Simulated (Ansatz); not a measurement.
## Tc of Cu (Fm-3m) from its phonons

Aim: the phonon-mediated transition temperature of Cu (Fm-3m) at ambient pressure, over a range of μ*. The cell shown first is a relaxed one, from steps not shown here.

Method: DFT PBE, scalar-relativistic, plane waves, PAW, in Ansatz 0.2.0.

This is a report of a sequence of runs, with most program output left out.

## (1) The cell after earlier relaxation steps

Symmetry: Fm-3m, No. 225, cubic system. The conventional cell has a = 3.630 Å, b = 3.630 Å, c = 3.630 Å, α = 90.00°, β = 90.00°, γ = 90.00°. Cu has 12 Cu at 2.57 Å nearest.

As a file:

```cif
data_structure
_symmetry_space_group_name_H-M 'P 1'
_symmetry_Int_Tables_number 1
_cell_length_a 2.5668
_cell_length_b 2.5668
_cell_length_c 2.5668
_cell_angle_alpha 60.000
_cell_angle_beta 60.000
_cell_angle_gamma 60.000
_cell_volume 11.96
loop_
_atom_site_label
_atom_site_type_symbol
_atom_site_fract_x
_atom_site_fract_y
_atom_site_fract_z
_atom_site_occupancy
Cu1 Cu 0.00000 0.00000 0.00000 1
```

## (2) Resistivity: q 3×3×3, k 12×12×12, scattering 16×16×16

The run that gives the couplings also evaluates McMillan's and Allen and Dynes's formulas and, where asked, the Eliashberg equations, over a range of μ*.

The input, input.yaml:

```yaml
crystal:
  lattice:
    - [0.0, 1.8150328204, 1.8150328204]
    - [1.8150328204, 0.0, 1.8150328204]
    - [1.8150328204, 1.8150328204, 0.0]
  atoms:
    - { symbol: Cu, position: [0.0, 0.0, 0.0] }
kpoints:
  mp_grid: { grid: [12, 12, 12] }
hamiltonian:
  xc: pbe
scf:
  occupations: { method: methfessel_paxton, width: 0.2 }
output:
  eigenvalues: true
phonons:
  method: dfpt
  qmesh: [3, 3, 3]
  temperatures: { t_max: 1000, t_step: 50 }
  qpath:
    path:
      - [[0.0, 0.0, 0.0], [0.5, 0.0, 0.5], [0.625, 0.25, 0.625]]
      - [[0.375, 0.375, 0.75], [0.0, 0.0, 0.0], [0.5, 0.5, 0.5], [0.5, 0.25, 0.75], [0.5, 0.0, 0.5]]
    npoints: 10
  electrical_resistivity:
    mesh: [16, 16, 16]
    temperatures: [20.0, 50.0, 80.0, 100.0, 150.0, 200.0, 273.0, 300.0, 400.0, 500.0, 600.0, 800.0]
  superconductivity: { mesh: [16, 16, 16] }
```

Launch:

```console
ansatz run input.yaml --threads 4 --pin off --max-ram 10240MiB --backend cpu --events-out ev --progress --plain --runs-dir out
```

Run time: 48 s. Hardware: 4 threads of Arm Neoverse V2, shared host; peak memory 2.2 GiB; 3 min of CPU time.

Numbers from this step:

- volume per atom: 11.96 Å³
- metallic on mesh: yes
- gap on the k-mesh: 0 eV
- zero point energy: 0.03001 eV/cell
- share of imaginary modes in the plain interpolation between solved wavevectors: 0
- highest frequency, solved or plainly interpolated: 244.1 cm⁻¹
- Debye temperature (second moment): 312 K
- resistivity at 300 K: 1.828 μΩ cm
- coupling constant λ: 0.1233
- density of states at the Fermi level: 0.1549 states/eV a spin and cell
- log mean phonon energy ħω_log: 18.06 meV
- transport coupling constant λ_tr: 0.132, 0.132, 0.132 (xx, yy, zz)
- Drude plasma energy: 8.842, 8.842, 8.842 eV (xx, yy, zz)
- resistivity times mean free path: 6.802, 6.802, 6.802 × 10⁻¹⁶ Ω m² (xx, yy, zz)
- second-moment phonon energy ħω₂: 19.91 meV
- coupling λ by branch: 0.0454, 0.0464, 0.0315 (branches by rank of frequency)

An empty cell: under 1 mK by a formula, or no transition down to the floor of the Eliashberg search. Transition temperatures:

```csv
μ*,McMillan Tc (K),Allen–Dynes Tc (K)
0.08,-,-
0.1,-,-
0.12,-,-
0.13,-,-
0.14,-,-
0.16,-,-
0.2,-,-
```

## (3) Resistivity: q 4×4×4, k 12×12×12, scattering 20×20×20

The next rung changes the q mesh, which sets the reach of the force constants and couplings; the scattering mesh, which samples the Fermi surface.

input.yaml, as its differences from that of step 2:

```diff
@@ -17,3 +17,3 @@
   method: dfpt
-  qmesh: [3, 3, 3]
+  qmesh: [4, 4, 4]
   temperatures: { t_max: 1000, t_step: 50 }
@@ -25,4 +25,4 @@
   electrical_resistivity:
-    mesh: [16, 16, 16]
+    mesh: [20, 20, 20]
     temperatures: [20.0, 50.0, 80.0, 100.0, 150.0, 200.0, 273.0, 300.0, 400.0, 500.0, 600.0, 800.0]
-  superconductivity: { mesh: [16, 16, 16] }
+  superconductivity: { mesh: [20, 20, 20] }
```

Wall time 2 min (4 threads); peak memory 3.5 GiB; 7.7 min of CPU time.

This step gave:

```
zero point energy                                 : 0.02997 eV/cell
highest frequency, solved or plainly interpolated : 244.2 cm⁻¹
resistivity at 300 K                              : 1.829 μΩ cm
coupling constant λ                               : 0.1242
density of states at the Fermi level              : 0.1548 states/eV a spin and cell
log mean phonon energy ħω_log                     : 17.99 meV
transport coupling constant λ_tr                  : 0.1309, 0.1309, 0.1309 (xx, yy, zz)
Drude plasma energy                               : 8.851, 8.851, 8.851 eV (xx, yy, zz)
resistivity times mean free path                  : 6.785, 6.785, 6.785 × 10⁻¹⁶ Ω m² (xx, yy, zz)
second-moment phonon energy ħω₂                   : 19.90 meV
coupling λ by branch                              : 0.0454, 0.0476, 0.0311 (branches by rank of frequency)
```

An empty cell: under 1 mK by a formula, or no transition down to the floor of the Eliashberg search. Transition temperatures:

```csv
μ*,McMillan Tc (K),Allen–Dynes Tc (K)
0.08,-,-
0.1,-,-
0.12,-,-
0.13,-,-
0.14,-,-
0.16,-,-
0.2,-,-
```

For the log mean phonon energy ħω_log, step 2 gave 18.1 meV; this run, with scattering mesh 20×20×20 and q mesh 4×4×4, gives 18.0 meV.

## (4) Resistivity: q 6×6×6, k 18×18×18, scattering 24×24×24

The next rung changes the q mesh, which sets the reach of the force constants and couplings; the k mesh of the density and its response; the scattering mesh, which samples the Fermi surface.

input.yaml, the sections that differ from step 3:

```yaml
kpoints:
  mp_grid: { grid: [18, 18, 18] }
phonons:
  method: dfpt
  qmesh: [6, 6, 6]
  temperatures: { t_max: 1000, t_step: 50 }
  qpath:
    path:
      - [[0.0, 0.0, 0.0], [0.5, 0.0, 0.5], [0.625, 0.25, 0.625]]
      - [[0.375, 0.375, 0.75], [0.0, 0.0, 0.0], [0.5, 0.5, 0.5], [0.5, 0.25, 0.75], [0.5, 0.0, 0.5]]
    npoints: 10
  electrical_resistivity:
    mesh: [24, 24, 24]
    temperatures: [20.0, 50.0, 80.0, 100.0, 150.0, 200.0, 273.0, 300.0, 400.0, 500.0, 600.0, 800.0]
  superconductivity: { mesh: [24, 24, 24] }
# crystal, hamiltonian, scf, output: as in step 3
```

It took 11 min on 4 threads; peak memory 6.7 GiB; 41 min of CPU time.

This step gave:

* zero point energy: 0.02998 eV/cell
* highest frequency, solved or plainly interpolated: 241.5 cm⁻¹
* resistivity at 300 K: 1.825 μΩ cm
* coupling constant λ: 0.1265
* density of states at the Fermi level: 0.1535 states/eV a spin and cell
* log mean phonon energy ħω_log: 17.92 meV
* transport coupling constant λ_tr: 0.1306, 0.1306, 0.1306 (xx, yy, zz)
* Drude plasma energy: 8.881, 8.881, 8.881 eV (xx, yy, zz)
* resistivity times mean free path: 6.777, 6.777, 6.777 × 10⁻¹⁶ Ω m² (xx, yy, zz)
* second-moment phonon energy ħω₂: 19.88 meV
* coupling λ by branch: 0.0455, 0.0478, 0.0333 (branches by rank of frequency)

An empty cell: under 1 mK by a formula, or no transition down to the floor of the Eliashberg search. Transition temperatures:

```csv
μ*,McMillan Tc (K),Allen–Dynes Tc (K)
0.08,-,-
0.1,-,-
0.12,-,-
0.13,-,-
0.14,-,-
0.16,-,-
0.2,-,-
```

Table of Eliashberg function α²F by phonon energy; read off at these points:

```csv
phonon energy (meV),α²F,α²F tr
1.0,0,0
2.0,2.0e-4,0
3.0,6.3e-4,1.0e-4
4.0,0.00115,2.0e-4
5.0,0.00185,4.8e-4
6.0,0.00270,9.0e-4
7.0,0.00378,0.00168
8.0,0.00541,0.00316
9.0,0.00756,0.00564
10.0,0.0106,0.00983
11.0,0.0147,0.0159
12.0,0.0204,0.0244
13.0,0.0284,0.0366
14.0,0.0467,0.0640
15.0,0.0609,0.0892
16.0,0.0616,0.0855
17.0,0.0659,0.0860
18.0,0.0768,0.0951
19.0,0.0947,0.111
20.0,0.109,0.119
21.0,0.0615,0.0604
22.0,0.0641,0.0502
23.0,0.0635,0.0445
24.0,0.0547,0.0356
25.0,0.0183,0.0134
26.0,0.0701,0.0467
26.7,0.118,0.0812
27.0,0.117,0.0837
27.6,0.114,0.0905
28.0,0.0881,0.0737
29.0,0.0404,0.0372
```

The coupling constant from the curve is λ = 0.13; modes below 19.2 meV give half. The most distinct maxima of the Eliashberg function α²F (α²F) lie at 20.1 and 26.7 meV, the highest at 26.7 meV.

## (5) What came out

```yaml
meshes: q 6×6×6, k 18×18×18, scattering 24×24×24
coupling_constant_lambda: 0.127
log_mean_phonon_energy_omega_log: 17.9 meV
```

What this shows: In the last run (PBE, q 6×6×6, k 18×18×18, scattering 24×24×24), with λ = 0.13 and ħω_log = 17.9 meV, Tc at μ* = 0.13 is under 1 mK by the formulas. Wikipedia's list of superconducting elements holds no transition of Cu at normal pressure, in line with the calculation. In that run Allen and Dynes's formula gives no transition above 0.05 K at μ* = 0.10 or more. By the run's own test λ is not converged in the fine mesh: it moves by 2 % between the two finest, and by up to 4 % in the other runs. The run's transport test calls it not converged in the mesh. Over the runs, λ takes the values 0.123, 0.124 and 0.127, in the order shown. μ* is a typed number, phonons are harmonic, and spin fluctuations are left out; with λ this near or under μ*(1 + 0.62 λ), the formulas give Tc only to its order of magnitude, or none.

[Logs are printed without paths, hosts, clocks, repeated set-up lines and the standing remarks that a program may print on its own settings, such as how far it seeks lower states.]

[Hosts, paths, dates, database ids (printed as entryN), source tags and the programs' standing remarks are cut or masked in the printed files.]
